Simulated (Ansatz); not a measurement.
Consider BaAgS3 (cubic perovskite) (Pm-3m).

The structure was built from a prototype and need not be the compound's stable phase.

Symmetry: Pm-3m, No. 221, cubic system. Conventional cell: a = 4.843 Å, b = 4.843 Å, c = 4.843 Å, α = 90.00°, β = 90.00°, γ = 90.00°. Nearest to Ba lie 12 S at 3.42 Å. Nearest to Ag lie 6 S at 2.42 Å. S has 2 Ag at 2.42 Å and 4 Ba at 3.42 Å nearest. Farther neighbours and most contacts between anions are not listed.

```xyz
5
Lattice="0.0000 -4.8426 0.0000 0.0000 0.0000 4.8426 -4.8426 0.0000 0.0000" Properties=species:S:1:pos:R:3 pbc="T T T"
Ba    0.0000    0.0000    0.0000
Ag   -2.4213   -2.4213    2.4213
S     0.0000   -2.4213    2.4213
S    -2.4213   -2.4213    0.0000
S    -2.4213    0.0000    2.4213
```

The structure was relaxed with PBEsol. The structure type comes from a generator and need not be one that this composition takes. The structure was generated from a model, not taken from a measurement. The runs that relaxed it are not among those shown. The program's search for lower electronic states was switched off, so nothing shows that the state found is the lowest. Spin-orbit coupling is left out unless a run names it. PAW set soft_2, made with PBE.

A constrained-RPA run (Ansatz 0.2.0; non-magnetic PBEsol; Ag d + anion p, bands v13 to c1, 4×4×4 mesh, medium accuracy) builds 14 functions on bands 8.9 eV wide, with 25.0 electrons in the window. The bare on-site interaction is 18.6 eV and the bare J 0.71 eV.

Q: Estimate U, U′ and J.

On the Ag d shell, U = 6.47 eV (35 % of the bare value), U′ = 5.37 eV, J = 0.55 eV.

The parent state is non-magnetic and the interaction static (zero frequency); U depends on the window and the orbitals, so it belongs to this model alone. A window that holds the anion p bands defines a model with explicit ligands; its U belongs to that model and is not the U of DFT+U.

[Paths, hosts, dates, memory and timing lines, banners, echoed tables and standing remarks are left out of the program output.]

[Logs are printed without paths, hosts, clocks, repeated set-up lines and the standing remarks that a program may print on its own settings, such as how far it seeks lower states.]

[Runs of the session that timed out or met a known fault of the program may be left out.]

[Hosts, paths, dates, database ids (printed as entryN), source tags and the programs' standing remarks are cut or masked in the printed files.]
